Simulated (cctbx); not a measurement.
# Lattice, Laue class and space group of a new crystal

Cell: a = 8.9440 Å, b = 12.4960 Å, c = 4.0240 Å, α = 90.00°, β = 90.00°, γ = 90.00°. Expected content of the cell: Pt6 Cu2 S12.

The data are simulated with cctbx, not measured: Mo Kα, λ = 0.71073 Å, to d = 0.77 Å, 95 % of the full sphere, strongest reflection 20000 counts, noise from counting, a 1.5 % proportional error and a noise floor of 8 counts (s.d.); no absorption.

A first pass over the reflections prints:

```text
3926 reflections to d = 0.771 A
centring   violations  <I/sigma> of those
    A       1196 of  1958     11.7
    B       1165 of  1952     11.7
    C        663 of  1972      3.4
    I       1162 of  1947     11.8
    R       1595 of  2613     11.9
    F       1512 of  2941      8.9
Laue class    unique    Rint  (classes that these axes allow; Friedel mates merged)
P -1             2061   0.019
P 1 2/m 1        1088   0.022
P 1 1 2/m        1182   0.022
P 2/m 1 1        1104   0.022
P m m m           655   0.024
space group    extra absences  I>4sigma  <I/sigma>
P 2 2 2                 0          0         -  acentric
P 21 2 2               11          0      -0.3  acentric
P 2 21 2               15          0      -0.0  acentric
P 21 21 2              26          0      -0.1  acentric
P m m 2                 0          0         -  acentric
P 2 m m                 0          0         -  acentric
P m 2 m                 0          0         -  acentric
P 21 a m               95          0      -0.1  acentric
P b 21 m              129          0       0.0  acentric
P m a 2                95          0      -0.1  acentric
P b m 2               129          0       0.0  acentric
P b a 2               224          0      -0.0  acentric
P m m m                 0          0         -  centric
P b m m               129          0       0.0  centric
P m a m                95          0      -0.1  centric
P b a m               224          0      -0.0  centric
Wilson B = 1.23 A^2   <|E^2-1|> = 1.221 (0.968 centric, 0.736 acentric)   E^2>4: 7.9 %
shell (A)         n   <I/sigma>
12.50 - 1.54    101     32.1
 1.54 - 1.22     81     29.2
 1.22 - 1.07     85     29.6
 1.07 - 0.97     76     31.2
 0.97 - 0.90     82     24.1
 0.90 - 0.85     79     22.7
 0.85 - 0.81     69     25.0
 0.81 - 0.77     82     18.9
```

Q: Read the symmetry from these tables.

Every centring test has many violations, so the lattice is primitive.

Rint stays low (0.019 to 0.024) up to P m m m, the highest class in these axes.

16 settings pass the absence test. The most absences obeyed, 224, belong to P b a 2 and P b a m, which absences can't tell apart.

⟨|E²−1|⟩ = 1.221 is above even the centric ideal, a mark of pseudo-translation (a class of systematically weak reflections). The Wilson B of 1.23 Å² means U ≈ 0.0156 Å².

The true group is Pbam (no. 55), Laue class mmm, centrosymmetric. The tables only narrow the choice to the tied entries; cell content, site symmetry and trial solutions must settle it.

The model is made up (kin elements in a known structure type, no relaxation), so it says nothing on whether the phase exists.

[Logs are printed without paths, hosts, clocks, repeated set-up lines and the standing remarks that a program may print on its own settings, such as how far it seeks lower states.]
